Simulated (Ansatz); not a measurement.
# A failed many-body run on InSe (P-6m2)

Aim: the G0W0 gap of InSe (P-6m2). The first input has a fault.

Main program and level: Ansatz 0.2.0; G0W0 on LDA, plane waves, PAW.

**1. Starting point**

Symmetry: P-6m2, No. 187, hexagonal system. The conventional cell has a = 3.975 Å, b = 3.975 Å, c = 16.264 Å, α = 90.00°, β = 90.00°, γ = 120.00°. Nearest to In lie 3 Se at 2.62 Å and 1 In at 2.74 Å. Se has 3 In at 2.62 Å nearest. Nearest to Se lie 3 In at 2.62 Å. Farther neighbours and most contacts between anions are not listed.

The structure was relaxed with LDA. The runs that relaxed it are not among those shown. The default PAW set here is soft_2. Its files were made with PBE.

**2. First try**

The input, input.yaml:

```yaml
crystal:
  lattice:
    - [3.9748709455, 0.0, 0.0]
    - [-1.9874354728, 3.4423392156, 0.0]
    - [0.0, 0.0, 16.2636494814]
  atoms:
    - { symbol: In, position: [0.0, 0.0, 0.5842950809] }
    - { symbol: In, position: [0.0, 0.0, 0.4157049191] }
    - { symbol: In, position: [0.3333333333, 0.6666666667, 0.9156997426] }
    - { symbol: In, position: [0.3333333333, 0.6666666667, 0.0843002574] }
    - { symbol: Se, position: [0.6666666667, 0.3333333333, 0.8378264049] }
    - { symbol: Se, position: [0.6666666667, 0.3333333333, 0.1621735951] }
    - { symbol: Se, position: [0.3333333333, 0.6666666667, 0.6621026916] }
    - { symbol: Se, position: [0.3333333333, 0.6666666667, 0.3378973084] }
kpoints:
  mp_grid: { grid: [6, 6, 2] }
hamiltonian:
  xc: lda
scf:
  occupations: { method: fixed }
gw:
  n_empty_bands: 361
  ecut_chi: 10
  qp_bands: [v2, c2]
  qp_kpoints: band_edges
  screening: { model: contour_deformation }
```

Launch:

```console
> ansatz run input.yaml --threads 3 --pin off --max-ram 92160MiB --backend cuda --events-out ev --progress --plain --runs-dir out --devices 1 --max-vram 13GiB
```

Numbers of over 12 decimals in the logs are rounded to 6 here.

The program printed:

```text
GPUs: using 1 of 1 available (devices: 1).
Engine: ansatz 0.2.0, x86_64-unknown-linux-gnu
Pseudopotentials: kind: paw
Pseudopotential: In, paw, valence charge 13, recommended cutoff 420 eV (normal), In.paw.azcp
Pseudopotential: Se, paw, valence charge 16, recommended cutoff 420 eV (normal), Se.paw.azcp
Functional definition: SPW92
  exchange = slater_x
  correlation = pw_c
device memory: the entry about to start is reckoned to put 4.3 GiB on a device that reports 27.6 GiB free (of which the cap on the GPU budget leaves the run 13.0 GiB)
GPU FFT provider: cuFFT
GPU libraries: cuBLAS 13.8.2, cuFFT 12.4.0, cuSOLVER 12.3.4
Crystal: 8 atoms, lattice volume = 222.533 Å³
Basis set: ecut = 420 eV, 4387 PW (Γ)
Bands: 70, of which v1, the nominal top of the filled ones, is band 58 counted from 1 (57 counted from 0)
Symmetry: 12 space group operations
Space group: P-6m2 (ITA 187), of the structure as read, at distance tolerance 6.1e-5 Å
k-points: 14 of 72 (time reversal used)
Non-local potential: In, projectors of the file, l = 0: 2, l = 1: 2, l = 2: 2, l = 3: 2
Non-local potential: Se, projectors of the file, l = 0: 2, l = 1: 2, l = 2: 3, l = 3: 1
PAW form: soft (Blöchl's): semilocal exchange-correlation on the pseudo side does not see the compensation charge
PAW frozen core: In, regenerated for the run's functional, and the local potential with it (the file was generated under x = pbe(κ = 0.804, μ = 0.219515), c = pbe(β = 0.066725))
PAW frozen core: Se, regenerated for the run's functional, and the local potential with it (the file was generated under x = pbe(κ = 0.804, μ = 0.219515), c = pbe(β = 0.066725))
PAW one-centre angular grid: In, 590 points (default); XC on 64 Gauss nodes
PAW one-centre angular grid: Se, 590 points (default); XC on 64 Gauss nodes
Initial density: superposition of atomic densities (neutral atoms: chi_scale 0, normalization atom), corrected by the library's trained network
Initial wavefunctions: pseudopotential atomic-orbital guess
GPU buffer pool allocated for 87480 grid points (all kernels)
GPU transforms: local potential and band sums: pruned to the plane-wave sphere, on 25×27×120
Functional: x = slater, c = lda
SCF iter   1: F=—  HF=-43365.519850 eV  |F-HF|=—  |Δ(HF+E_count)|=         —  Δρ=6.88e-3  dr2=1.11e-1  ethr=1.77e-3  ⟨swp⟩=5.0  Hψ=3313  notcnv=0  defer=135
preconditioner: auto → Resta (q_TF=auto, 2.448 Å⁻¹)  ε∞=3.4  [insulator: Δε(μ)=0.149 eV  Ē_g=13.932 eV  n_scr=66 (ndim 8)  ℏωp=21.7 eV  f_vac=0.064  ε∞_Penn≈3.4]
SCF iter   2: F=—  HF=-43365.491623 eV  |F-HF|=—  |Δ(HF+E_count)|=   2.82e-2  Δρ=2.86e-3  dr2=1.00e-2  ethr=9.59e-5  ⟨swp⟩=3.1  Hψ=1698  notcnv=0  defer=139
SCF iter   3: F=—  HF=-43365.489426 eV  |F-HF|=—  |Δ(HF+E_count)|=   2.20e-3  Δρ=9.15e-4  dr2=1.41e-3  ethr=8.63e-6  ⟨swp⟩=2.0  Hψ=1436  notcnv=0  defer=140
SCF iter   4: F=—  HF=-43365.489245 eV  |F-HF|=—  |Δ(HF+E_count)|=   1.81e-4  Δρ=2.35e-4  dr2=1.17e-4  ethr=1.22e-6  ⟨swp⟩=2.0  Hψ=1077  notcnv=0  defer=139
SCF iter   5: F=—  HF=-43365.489243 eV  |F-HF|=—  |Δ(HF+E_count)|=   1.21e-6  Δρ=4.58e-5  dr2=4.99e-6  ethr=1.01e-7  ⟨swp⟩=2.9  Hψ=1622  notcnv=0  defer=104
SCF iter   6: F=—  HF=-43365.489245 eV  |F-HF|=—  |Δ(HF+E_count)|=   1.60e-6  Δρ=1.22e-5  dr2=9.49e-7  ethr=4.31e-9  ⟨swp⟩=2.0  Hψ=1632  notcnv=0  defer=104
SCF iter   7: F=—  HF=-43365.489245 eV  |F-HF|=—  |Δ(HF+E_count)|=   1.60e-7  Δρ=4.64e-6  dr2=1.13e-7  ethr=8.18e-10  ⟨swp⟩=2.0  Hψ=1632  notcnv=0  defer=104
SCF iter   8: F=-43365.489245 eV  HF=-43365.489245 eV  |F-HF|=6.02e-9  |Δ(HF+E_count)|=   1.31e-8  Δρ=1.71e-6  dr2=1.20e-8  ethr=8.62e-11  ⟨swp⟩=10.2  Hψ=3691  notcnv=0
SCF 1 converged in 8 iterations: F = -43365.489245 eV  dr2 = 1.20e-8
[...]
bands read: the sum over 419 bands ends inside a degenerate multiplet in 2 slots, whose members it reads at an even weight; the widest, k=0: bands 419 to 420 (counted from 1) at 1/2 each
  gw.qp_kpoints: band_edges: 12 of 14 stored k-points solved, in 2 passes; an edge of the gap read off the rows below is read off those points alone
    valence top: of the k-points left out ik 9 came nearest to being solved in a further pass, in band 57 (counted from 1, as in the quasiparticle table): it holds the edge there only if its correction is more favourable than any solved in that band by at least 0.870 eV; those differ by 0.219 eV
    conduction bottom: of the k-points left out ik 10 came nearest to being solved in a further pass, in band 59 (counted from 1, as in the quasiparticle table): it holds the edge there only if its correction is more favourable than any solved in that band by at least 0.838 eV; those differ by 0.827 eV
  `?` marks the rows in doubt; gw_qp.tsv's column doubts and the gw_qp event give each row's grounds
    ik  band        ε_KS         Σx   Σc(E_QP)       V_xc       Z   E_QP_lin       E_QP  E_QP is
     0    57      6.5011   -18.2137     2.2624   -16.2685  0.6710     6.7885     6.8184  root
     0    58      7.7156   -16.3679     1.5615   -15.2520  0.6792     8.1142     8.1612  root
     0    59      7.8869   -10.6780    -2.4724   -14.5339  0.6855     8.9902     9.2704  root ?
     0    60      9.4134   -10.9689    -2.8413   -15.1684  0.6733    10.5033    10.7715  root ?
     1    57      6.6103   -15.3292     1.4034   -14.4418  0.6687     7.0685     7.1263  root
     1    58      6.6580   -15.3560     1.4088   -14.4518  0.6697     7.1070     7.1627  root
     1    59      8.8028   -11.3698    -2.2681   -14.8958  0.6791     9.7961    10.0606  root ?
     1    60      8.9060   -11.4833    -2.2755   -15.0113  0.6777     9.8940    10.1585  root ?
     2    57      6.4411   -15.7173     2.0117   -14.0142  0.6670     6.7208     6.7498  root
     2    58      7.4406   -16.5910     1.7407   -15.2784  0.6769     7.8241     7.8689  root
     2    59      9.2184   -11.1696    -2.7214   -15.2994  0.6790    10.3595    10.6268  root ?
     2    60      9.7717   -11.2683    -2.9653   -15.7021  0.6720    10.9613    11.2402  root ?
     3    57      7.0470   -16.4567     1.8506   -14.9956  0.6736     7.3970     7.4365  root
     3    58      7.0623   -16.4822     1.8428   -15.0348  0.6739     7.4174     7.4577  root
     3    59      9.4480   -10.9821    -2.8026   -15.1903  0.6772    10.5818    10.8537  root ?
     3    60      9.4572   -10.9173    -2.8113   -15.1339  0.6771    10.5911    10.8626  root ?
     4    57      6.2264   -15.6514     2.0444   -13.9373  0.6663     6.5251     6.5568  root
     4    58      6.5886   -15.7594     1.8937   -14.2486  0.6726     6.9329     6.9715  root
     4    59      8.9545    -7.3296    -3.0829   -11.2944  0.6823     9.6581     9.8363  root ?
     4    60      9.1523   -10.1924    -2.9173   -14.5067  0.6798    10.2803    10.5494  root ?
     5    57      6.3924   -15.7677     1.9821   -14.1417  0.6692     6.7135     6.7485  root
     5    58      6.4812   -15.8156     1.9586   -14.2171  0.6704     6.8058     6.8413  root
     5    59      9.0711    -8.4042    -3.0282   -12.5176  0.6812     9.9341    10.1563  root ?
     5    60      9.2147    -8.4570    -3.0426   -12.5749  0.6798    10.0704    10.2900  root ?
     6    57      5.6633   -15.0042     2.0723   -13.2287  0.6629     5.9328     5.9601  root
     6    58      5.9734   -15.0676     1.9565   -13.4394  0.6682     6.2704     6.3017  root
     6    59      8.8169    -8.0819    -2.9553   -11.8507  0.6810     9.4757     9.6303  root ?
     6    60      8.8490    -9.6855    -2.8992   -13.9194  0.6818     9.9169    10.1836  root ?
[...]
11    58      6.1234   -15.8647     2.1027   -14.0979  0.6679     6.4270     6.4594  root
[...]
11    60      9.5267    -8.2317    -3.1017   -12.1170  0.6771    10.1692    10.3103  root ?
    12    57      5.6278   -14.9844     2.0692   -13.2822  0.6670     5.9583     5.9949  root
    12    58      5.8650   -15.4470     2.0692   -13.7423  0.6682     6.1933     6.2296  root
    12    59      9.2730    -7.2341    -3.0987   -10.9953  0.6789     9.7961     9.9355  root ?
    12    60      9.2938    -7.2271    -3.1186   -11.0225  0.6801     9.8404     9.9706  root ?
    13    57      5.6484   -15.0796     2.0831   -13.3649  0.6673     5.9801     6.0168  root
    13    58      6.0677   -16.1555     2.1737   -14.3325  0.6687     6.3841     6.4185  root
    13    59      9.0641    -7.3957    -3.0826   -11.2195  0.6811     9.6753     9.8053  root ?
    13    60      9.4091    -7.5732    -3.1035   -11.3546  0.6786     9.9583    10.0870  root ?
[key lines of the parts left out:]
SCF converged after 8 iterations
Free energy (F): -43365.489245 eV
Fermi energy:    7.715558 eV
```

Run time: 60 s. Hardware: 1 × NVIDIA H100 80GB HBM3 (shared by 6 runs) with 3 threads of AMD EPYC 7R13 (Zen 3), shared host; peak memory 1.8 GiB; 91 s of CPU time.

In the SCF lines HF is the Harris–Foulkes energy and dr2 the Hartree energy of the density residual, in eV; the loop may stop once dr2 is under the threshold and the program's other checks hold. Hψ counts applications of the Hamiltonian.

**Diagnosis.**

The run ended normally, though the input holds a fault or crude settings.

The fault: screening cutoff of 10 eV. Nearly all local fields and short-range correlation are left out.

It printed a gap of 1.11 eV, which is an artefact of the settings.

**3. A better input**

G0W0 replaces the xc potential by the self-energy, built once from these orbitals. Only a window of levels is corrected, while the sums run over the empty bands that the input names.

input.yaml, as its differences from that of step 2:

```diff
@@ -21,4 +21,4 @@
 gw:
-  n_empty_bands: 361
-  ecut_chi: 10
+  n_empty_bands: 389
+  ecut_chi: 84
   qp_bands: [v2, c2]
```

The program printed:

```text
GPUs: using 1 of 1 available (devices: 1).
[...]
GPU FFT provider: cuFFT
GPU libraries: cuBLAS 13.8.2, cuFFT 12.4.0, cuSOLVER 12.3.4
Crystal: 8 atoms, lattice volume = 222.533 Å³
Basis set: ecut = 420 eV, 4387 PW (Γ)
Bands: 70, of which v1, the nominal top of the filled ones, is band 58 counted from 1 (57 counted from 0)
[... 1 set-up line as in the run before ...]
[...]
k-points: 14 of 72 (time reversal used)
[...]
GPU buffer pool allocated for 87480 grid points (all kernels)
[...]
SCF iter   1: F=—  HF=-43365.519850 eV  |F-HF|=—  |Δ(HF+E_count)|=         —  Δρ=6.88e-3  dr2=1.11e-1  ethr=1.77e-3  ⟨swp⟩=5.0  Hψ=3313  notcnv=0  defer=135
[...]
SCF iter   8: F=-43365.489245 eV  HF=-43365.489245 eV  |F-HF|=6.02e-9  |Δ(HF+E_count)|=   1.31e-8  Δρ=1.71e-6  dr2=1.20e-8  ethr=8.62e-11  ⟨swp⟩=10.2  Hψ=3691  notcnv=0
SCF 1 converged in 8 iterations: F = -43365.489245 eV  dr2 = 1.20e-8
[...]
3    59      9.4480   -10.9821    -3.5226   -15.1903  0.6409     9.9747    10.1337  root ?
[...]
8    58      6.8272   -16.3336     1.4535   -14.7642  0.6296     6.7010     6.7114  root
     8    59      9.7523   -10.9357    -3.7958   -15.4393  0.6377    10.3196    10.4601  root ?
     8    60     10.0345    -7.8506    -3.5966   -12.0685  0.6443    10.3827    10.6557  root ?
    12    57      5.6278   -14.9844     1.5113   -13.2822  0.6298     5.4400     5.4368  root
    12    58      5.8650   -15.4470     1.5587   -13.7423  0.6295     5.6901     5.7190  root ?
    12    59      9.2730    -7.2341    -3.5277   -10.9953  0.6477     9.4984     9.5064  root
    12    60      9.2938    -7.2271    -3.5475   -11.0225  0.6491     9.5325     9.5418  root
    13    57      5.6484   -15.0796     1.5230   -13.3649  0.6299     5.4601     5.4566  root
    13    58      6.0677   -16.1555     1.6802   -14.3325  0.6277     5.8993     5.9249  root
    13    59      9.0641    -7.3957    -3.5447   -11.2195  0.6505     9.3303     9.3432  root ?
    13    60      9.4091    -7.5732    -3.5323   -11.3546  0.6466     9.6488     9.6581  root
[key lines of the parts left out:]
SCF converged after 8 iterations
Free energy (F): -43365.489245 eV
Fermi energy:    7.715558 eV
```

Wall time 67 s (1 × NVIDIA H100 80GB HBM3 (shared by 6 runs) with 3 threads); peak memory 2.2 GiB.

Numbers from this step:

| Property | Result |
| --- | --- |
| bands summed | 447 |
| RPA ε∞ on this mesh (eigenvalues) | 9.283, 9.283, 304.9 |
| plane waves in the screening matrix | 355 |
| q-points in the mesh | 72 |
| G0W0 gap on the mesh | 0.9327 eV |
| k of the valence top | 0, 0, 0 |
| k of the conduction bottom | 0, 0, 0 |
| starting gap on the mesh | 0.1714 eV |
| Z at the valence top | 0.6357 |
| Z at the conduction bottom | 0.6520 |
| least direct G0W0 gap on the computed points | 0.9327 eV |

The gap on the mesh goes from 0.17 eV to 0.93 eV, a correction of +0.76 eV. The program marks an edge row as in doubt. Between the two edge states, bare exchange in place of the xc potential would open the gap by 4.97 eV, and correlation takes back 4.21 eV.

**4. Summary of results**

- first try: converged after 60 s
- better run: G0W0 gap on the mesh 0.93 eV (6×6×2 mesh, 389 empty bands, screening to 84 eV)

In words: The second run differs in: empty bands and screening cutoff (eV). Bands and cutoff are finite, so the gap is not at the basis limit. The miss can reach some tenths of an eV and take either sign; the mesh is an error of its own. The 6×6×2 mesh is coarse for this cell (its supercell is 24 Å along the shortest edge). The RPA ε∞ on it, from the LDA start, is 9.28 and 304.94; such meshes misread the long-range screening, most where the gap is narrow. On this mesh the RPA ε∞ passes 90, more than nearly any semiconductor shows; a coarse mesh does this where one point with a narrow direct gap carries much weight. The screening is then too strong, and the G0W0 gap should not be taken as the material's. The many-body steps are scalar-relativistic: spin-orbit coupling is not in them. The program marks a band-edge row as in doubt, so the gap is less sure than its digits.

[Paths, hosts, dates, memory and timing lines, banners, echoed tables and standing remarks are left out of the program output.]

[Logs are printed without paths, hosts, clocks, repeated set-up lines and the standing remarks that a program may print on its own settings, such as how far it seeks lower states.]

[Runs of the session that timed out or met a known fault of the program may be left out.]

[Cells called generated may have been cut or substituted from an entry of the Crystallography Open Database or the Materials Project.]

[Hosts, paths, dates, database ids (printed as entryN), source tags and the programs' standing remarks are cut or masked in the printed files.]
